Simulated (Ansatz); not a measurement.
# AgB (built on the sites of a database entry of InAg): following an unstable mode, part 3 of 3

Which phase does AgB (built on the sites of a database entry of InAg) fall into along its unstable mode, and how much energy does it gain?

Ansatz 0.2.0; DFT PBEsol, scalar-relativistic, plane waves, PAW.

So far. Step 4 (The mode frozen in, largest atomic shift 0.6 Å): The run ends at a pressure of 13.73 GPa, with forces up to 1.4 eV/Å. Step 5 (Energy along the mode, all amplitudes (two of the runs …): The lowest of the steps tried is the last one, at 0.6 Å, 76.6 meV/atom below the parent; the bottom of the well need not coincide with a step.

The structure was built from a prototype and need not be the compound's stable phase.

**6. Relaxation from the frozen mode (continued)**

ELF in the ac plane of the conventional cell at fractional y = 0.000, with atoms of B within 0.2 Å of it. It is the smooth field of the valence electrons, not physical close to the nuclei.

Ten even steps from '0' (0.04) to '9' (0.89), each cell a mean:
```
113786666678521
125730497116631
125731698216731
014666788667520
001344333443200
000111000111000
112210000011211
555542000135555
974674101367568
950275211375018
842574211267327
568863111248875
666863111258766
940375211366117
961375211376128
876663100257668
334431000123443
001110000001110
000122111121100
002455555555310
024764798657631
125720598105731
124752587237621
113688655788421
```
Columns run along a (5.4 Å), rows up along c (10.6 Å), edges of the conventional cell, whose origin can differ from the input's. Atoms in or near the plane, at fractional coordinates: B at (0.85, 0.41), B at (0.35, 0.91), B at (0.15, 0.41), B at (0.65, 0.91), B at (0.65, 0.09), B at (0.15, 0.59), B at (0.35, 0.09), B at (0.85, 0.59).

Valence density in the ac plane of the conventional cell at fractional y = 0.000, with atoms of B within 0.2 Å of it. It is the smooth field of the valence electrons, not physical close to the nuclei.

Ten even steps from '_' (0.69 × 1e-1 e/Å³) to '@' (9.78 × 1e-1 e/Å³), each cell a mean:
```
::::::==******++++****++--::::
....::==++==##@@@@++==++--....
____..--====%%@@@@**====::..__
______..::--========--::..____
__________............________
______________________________
______________________________
::::....______________....::::
++**==--::__________..--==++**
@@%%--++==....____..::++--++@@
####++**==::......::--++****##
==++**++--::::--::::--==****++
++******==::::::::::--++****++
@@##==++==::........--++==++@@
@@%%====--..______..::====**@@
====--::..__________..::--====
......__________________......
______________________________
______________________________
________....::::::::....______
____..::--==**++**++==--..____
__....==++--%%@@@@++--++::..__
....::==**++######****++--::..
--::::--++**++==++****==::::::
```
Columns run along a (5.4 Å), rows up along c (10.6 Å), edges of the conventional cell, whose origin can differ from the input's. Atoms in or near the plane, at fractional coordinates: B at (0.85, 0.41), B at (0.35, 0.91), B at (0.15, 0.41), B at (0.65, 0.91), B at (0.65, 0.09), B at (0.15, 0.59), B at (0.35, 0.09), B at (0.85, 0.59).

The distorted start has space group Fmmm; the relaxation ends in Fmmm.

**7. The new phase in its own primitive cell**

The relaxed structure is symmetrised, reduced to its primitive cell and relaxed tightly, as its phonons need.

The input, input.yaml:

```yaml
crystal:
  lattice:
    - [0.0, 3.493432166, 5.3135301131]
    - [2.717857774, 0.0, 5.3135301131]
    - [2.717857774, 3.493432166, 0.0]
  atoms:
    - { symbol: B, position: [0.5645383549, 0.2615900676, 0.4354616451] }
    - { symbol: B, position: [0.2615900676, 0.5645383549, 0.7384099324] }
    - { symbol: B, position: [0.4354616451, 0.7384099324, 0.5645383549] }
    - { symbol: B, position: [0.7384099324, 0.4354616451, 0.2615900676] }
    - { symbol: Ag, position: [0.8167550263, 0.1832449737, 0.8167550263] }
    - { symbol: Ag, position: [0.1832449737, 0.8167550263, 0.1832449737] }
    - { symbol: Ag, position: [0.5, 0.0, 0.0] }
    - { symbol: Ag, position: [0.0, 0.5, 0.5] }
kpoints:
  mp_grid: { grid: [10, 10, 10] }
hamiltonian:
  xc: pbesol
scf:
  occupations: { method: methfessel_paxton, width: 0.2 }
output:
  forces: true
  stress: true
  eigenvalues: true
relax:
  adjacent_minimum: "off"
  f_tol: 0.001
  max_steps: 60
  cell: { stress_tol: 0.01 }
```

Command:

```console
ansatz run input.yaml --threads 4 --pin off --max-ram 7168MiB --backend cpu --events-out ev --progress --plain --runs-dir out
```

Numbers of over 12 decimals in the logs are rounded to 6 here.

What it wrote:

```text
[...]
Crystal: 8 atoms, lattice volume = 100.900 Å³
Basis set: ecut = 420 eV, 1971 PW (Γ), exchange–correlation on 90×80×60 points (8 copies of the dense FFT grid, shifted against one another)
Bands: 53, of which v1, the nominal top of the filled ones, is band 44 counted from 1 (43 counted from 0)
Symmetry: 8 space group operations
[...]
k-points: 171 of 1000
[...]
- { symbol: B, position: [0.564562, 0.261562, 0.435438] }
    - { symbol: B, position: [0.261562, 0.564562, 0.738438] }
    - { symbol: B, position: [0.435438, 0.738438, 0.564562] }
    - { symbol: B, position: [0.738438, 0.435438, 0.261562] }
    - { symbol: Ag, position: [0.816762, 0.183238, 0.816762] }
    - { symbol: Ag, position: [0.183238, 0.816762, 0.183238] }
    - { symbol: Ag, position: [0.5, 2.7755575615628914e-17, -2.7755575615628914e-17] }
    - { symbol: Ag, position: [0.0, 0.5, 0.5] }
[key lines of the parts left out:]
SCF converged after 4 iterations
Free energy (F): -30692.398443 eV
Fermi energy:    14.907224 eV
P = ⅓ Tr σ = -0.0012 GPa (-0.012 kbar)
```

Elapsed: 87 s, on 4 threads of Arm Neoverse N1, shared host; peak memory 0.91 GiB; 5.7 min of CPU time.

Little changed from the start: no atom moved by 0.005 Å and no cell edge by 0.1 %.

Numbers from this step:

| Quantity | Value |
| --- | --- |
| pressure | -0.001247 GPa |

The largest force component left is 0.53 meV/Å and the pressure is -0.001 GPa, within the tolerances set. The cell now holds 12.61 Å³/atom.

**8. Outcome**

```yaml
unstable_mode_of_the_parent: q = (0.25, -0.5, -0.5), 113i cm⁻¹
depth_at_the_lowest_point_sampled: 76.6 meV/atom
largest_atomic_shift_at_that_point: 0.6 Å
space_group_reached_within_0p01_a: Fmmm
energy_gained_over_the_parent_first_relaxation_on_the_mesh_of_the_frozen_mode: 407 meV/atom
volume_per_atom_phase_reached: 12.6 Å³
```

**Reading.** Along this mode the structure falls into Fmmm, 407 meV/atom below the parent. At the parent's cell the well is 76.60 meV/atom deep on the steps tried, with its lowest point at a shift of 0.6 Å. That is the last step tried, so the steps alone don't bracket the bottom of the well. Relaxing atoms and cell changes the gain by +329.94 meV/atom against the lowest step (energies at zero smearing). Most of the total comes from this relaxation. The modes of the phase reached were not computed on this path. Of the 5 patterns followed to their end from this parent, this one ends 509 meV/atom above the lowest, Imma. Each path keeps the symmetry of its pattern, so a lower phase may lie along a pattern not tried. With no gap, or one that is small against the smearing, the frequencies hang on the k mesh and the smearing, most of all near Kohn anomalies. The starting cell was built on a prototype and not taken from a measurement, so the phase need not exist.

[Logs are printed without paths, hosts, clocks, repeated set-up lines and the standing remarks that a program may print on its own settings, such as how far it seeks lower states.]

[Hosts, paths, dates, database ids (printed as entryN), source tags and the programs' standing remarks are cut or masked in the printed files.]
